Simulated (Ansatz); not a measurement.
# Decaying states in the gap of LiBeF3, part 3 of 3

Aim: relax a made-up compound, LiBeF3, and see how good a tunnel barrier it would be. It is built by putting Be for Ba in the BaLiF3 structure of space group Pm-3m, with the volume rescaled by atomic radii. The parent structure comes from the Materials Project.

Ansatz 0.2.0; PBE DFT, plane waves, PAW files (the session's first sound run).

So far, gap on path (eV): step 3 (the bulk crystal and its band edges) 1.60.

The structure was built from a prototype and need not be the compound's stable phase.

## 6. The same cell, other settings

This step: PBE DFT, plane waves, PAW files; complex bands by layer matching along the plane's normal; changed: output.transmission.temperature = 77.0, output.transmission.e_range = [-0.5, 0.5], output.transmission.de = 0.1 (Ansatz 0.2.0).

This run repeats an earlier one, its twin (the complex run, plane (111)), with three settings changed (output.transmission.e_range, output.transmission.de, output.transmission.temperature; files written aside). It is meant to test what the energy window and step decide and how the leads' temperature enters. Where the input is shown as a difference, that is against the step before, not the twin.

File input.yaml:

```yaml
crystal:
  lattice:
    - [5.00759153, 0.0, 0.0]
    - [2.503795765, 4.336701477, 0.0]
    - [2.503795765, 1.445567159, 2.044340682]
  atoms:
    - { symbol: Be, position: [0.0, 0.0, 0.0] }
    - { symbol: Li, position: [0.5, 0.5, 0.5] }
    - { symbol: F, position: [0.5, 0.5, 0.0] }
    - { symbol: F, position: [0.5, 0.0, 0.0] }
    - { symbol: F, position: [0.0, 0.5, 0.0] }
kpoints:
  mp_grid: { grid: [12, 12, 12] }
scf:
  occupations: { method: fixed }
hamiltonian:
  xc: pbe
output:
  eigenvalues: true
  transmission:
    leads: [[0, 0]]
    kpoints: [[0.0, 0.0], [0.5, 0.0]]
    e_range: [-0.5, 0.5]
    de: 0.1
    temperature: 77.0
```

Launch:

```
$ ansatz run input.yaml --threads 2 --pin off --max-ram 4096MiB --backend cpu --events-out ev --progress --plain --runs-dir out
```

Numbers of over 12 decimals in the logs are rounded to 6 here.

What it wrote:

```text
[...]
Crystal: 5 atoms, lattice volume = 44.396 Å³
Basis set: ecut = 420 eV, 895 PW (Γ), FFT grids on a1−a3, a2−a3, a3
Bands: 18, of which v1, the nominal top of the filled ones, is band 13 counted from 1 (12 counted from 0)
Symmetry: 48 space group operations
[...]
k-points: 84 of 1728
[...]
SCF iter   1: F=—  HF=-2723.005092 eV  |F-HF|=—  |Δ(HF+E_count)|=         —  Δρ=3.48e-3  dr2=5.59e-3  ethr=1.77e-3  ⟨swp⟩=4.6  Hψ=7017  notcnv=0  defer=209
[...]
SCF iter   6: F=-2723.002709 eV  HF=-2723.002709 eV  |F-HF|=3.62e-8  |Δ(HF+E_count)|=   3.31e-6  Δρ=9.08e-6  dr2=3.51e-8  ethr=3.85e-10  ⟨swp⟩=6.0  Hψ=6563  notcnv=0
SCF 1 converged in 6 iterations: F = -2723.002709 eV  dr2 = 3.51e-8
[...]
transmission: 3 of 6 steps passed
transmission: 6 of 6 steps passed
SCF converged after 6 iterations
Free energy (F): -2723.002709 eV
[...]
Internal energy: -2723.002709 eV  (E = F + TS)
E sigma→0 (E₀):  -2723.002709 eV
Fermi energy:    2.436374 eV
[...]
--- Band table (eV; the first three rows and the last of 84) ---
  k-point 0: bands = [... 9 lower, 1.4463, 2.0825, 2.0825, 2.0825, 4.0375, 11.3022, 11.3022, 11.3022, ... 1 higher]
  k-point 1: bands = [... 9 lower, 1.5083, 1.6345, 2.0690, 2.0690, 4.5955, 10.8952, 11.0313, 11.0313, ... 1 higher]
  k-point 2: bands = [... 9 lower, 0.9208, 1.6806, 2.0976, 2.0976, 5.6866, 9.9159, 10.5947, 10.5947, ... 1 higher]
  k-point 83: bands = [... 9 lower, 0.7675, 1.5650, 1.9553, 1.9855, 7.3472, 8.6687, 9.9716, 10.1362, ... 1 higher]
--- Transmission ---
  basis      : 199 plane waves across, 3 finite elements along
  points     : 2, as listed
[...]
crystal 0  : Be1F3Li1, at the sites [0, 0], period 2.0443 Å: whole cells are its period
[...]
channels       : 0.000000e0 a spin
[...]
slowest decay  : 0.2256 /Å at (0.0000, 0.0000)
```

It took 5.8 s on 2 threads of Arm Neoverse V2, shared host; peak memory 0.4 GiB; 11 s of CPU time.

K parallel (0, 0); values up to 1.5 1/Å, a degenerate pair printed once or twice; energies at which all values exceed this have no row. Im kz of the slowest decaying states against energy, zero at the highest filled level on the SCF mesh:

| energy (eV) | decay 1 (Å⁻¹) | decay 2 (Å⁻¹) | decay 3 (Å⁻¹) | decay 4 (Å⁻¹) |
| --- | --- | --- | --- | --- |
| -0.500 | 0.363 | 0.733 | 0.962 | - |
| -0.400 | 0.213 | 0.728 | 0.965 | - |
| -0.300 | 0.0780 | 0.262 | 0.722 | 0.968 |
| -0.200 | 0.0909 | 0.127 | 0.357 | 0.716 |
| -0.100 | 0.157 | 0.334 | 0.410 | 0.709 |
| 0.000 | 0.0188 | 0.0225 | 0.179 | 0.449 |
| 0.100 | 0.190 | 0.196 | 0.295 | 0.481 |
| 0.200 | 0.208 | 0.252 | 0.409 | 0.509 |
| 0.300 | 0.217 | 0.297 | 0.492 | 0.535 |
| 0.400 | 0.222 | 0.333 | 0.558 | 0.559 |
| 0.500 | 0.226 | 0.364 | 0.579 | 0.615 |

K parallel (0, 0). Re kz of states that move upwards against energy, zero at the highest filled level on the SCF mesh:

| energy (eV) | channel 1 (Å⁻¹) | channel 2 (Å⁻¹) | channel 3 (Å⁻¹) | channel 4 (Å⁻¹) | channel 5 (Å⁻¹) |
| --- | --- | --- | --- | --- | --- |
| -0.500 | -0.134 | 0.782 | 1.23 | 1.23 | - |
| -0.400 | -0.0726 | 0.881 | 1.28 | 1.28 | - |
| -0.300 | 0.650 | 0.650 | 0.984 | 1.36 | 1.36 |
| -0.200 | 0.937 | 0.937 | 1.10 | - | - |
| -0.100 | 1.23 | 1.24 | 1.24 | - | - |
| 0.000 | - | - | - | - | - |
| 0.100 | - | - | - | - | - |
| 0.200 | - | - | - | - | - |
| 0.300 | - | - | - | - | - |
| 0.400 | - | - | - | - | - |
| 0.500 | - | - | - | - | - |

K parallel (0.5, 0); values up to 1.5 1/Å, a degenerate pair printed once or twice; energies at which all values exceed this have no row. The Im kz of the slowest decaying states by energy, zero at the highest filled level on the SCF mesh:

| energy (eV) | decay 1 (Å⁻¹) | decay 2 (Å⁻¹) | decay 3 (Å⁻¹) | decay 4 (Å⁻¹) |
| --- | --- | --- | --- | --- |
| -0.500 | 0.173 | 0.226 | 1.01 | 1.02 |
| -0.400 | 0.174 | 0.253 | 1.02 | 1.04 |
| -0.300 | 0.247 | 0.269 | 1.03 | 1.04 |
| -0.200 | 0.124 | 0.185 | 0.269 | 0.296 |
| -0.100 | 0.200 | 0.335 | 0.349 | 0.399 |
| 0.000 | 0.118 | 0.250 | 0.367 | 0.406 |
| 0.100 | 0.252 | 0.290 | 0.394 | 0.451 |
| 0.200 | 0.323 | 0.324 | 0.418 | 0.490 |
| 0.300 | 0.353 | 0.375 | 0.440 | 0.523 |
| 0.400 | 0.378 | 0.418 | 0.459 | 0.554 |
| 0.500 | 0.401 | 0.454 | 0.477 | 0.582 |

K parallel (0.5, 0). The Re kz of states that move upwards by energy, zero at the highest filled level on the SCF mesh:

| energy (eV) | channel 1 (Å⁻¹) | channel 2 (Å⁻¹) | channel 3 (Å⁻¹) | channel 4 (Å⁻¹) |
| --- | --- | --- | --- | --- |
| -0.500 | -1.53 | -0.600 | -0.0334 | 0.303 |
| -0.400 | -1.47 | -0.0793 | 0.0468 | 0.636 |
| -0.300 | -1.38 | 0.136 | 0.147 | 0.786 |
| -0.200 | 0.529 | - | - | - |
| -0.100 | 0.779 | - | - | - |
| 0.000 | - | - | - | - |
| 0.100 | - | - | - | - |
| 0.200 | - | - | - | - |
| 0.300 | - | - | - | - |
| 0.400 | - | - | - | - |
| 0.500 | - | - | - | - |

## 7. Outcome

```
band gap                                         : 1.60 eV
least decay constant at mid-gap, normal to (111) : 0.221 Å⁻¹
least decay constant on a mesh, normal to (111)  : 0.221 Å⁻¹
```

**Reading.** With PBE, the slowest decay at the wavevectors tried is κ = 0.221 Å⁻¹, normal to (111). Through such a film the transmission near mid-gap falls as exp(−2κd), a factor of ten every 5.2 Å. A free electron under a barrier of half the gap would need a mass of 0.23 mₑ to decay at this rate. The compound is made up by substitution; its stability against other phases and against distortions of the cell's symmetry was not tested. A semilocal functional narrows gaps, so real decay constants are likely larger.

[Logs are printed without paths, hosts, clocks, repeated set-up lines and the standing remarks that a program may print on its own settings, such as how far it seeks lower states.]

[Hosts, paths, dates, database ids (printed as entryN), source tags and the programs' standing remarks are cut or masked in the printed files.]
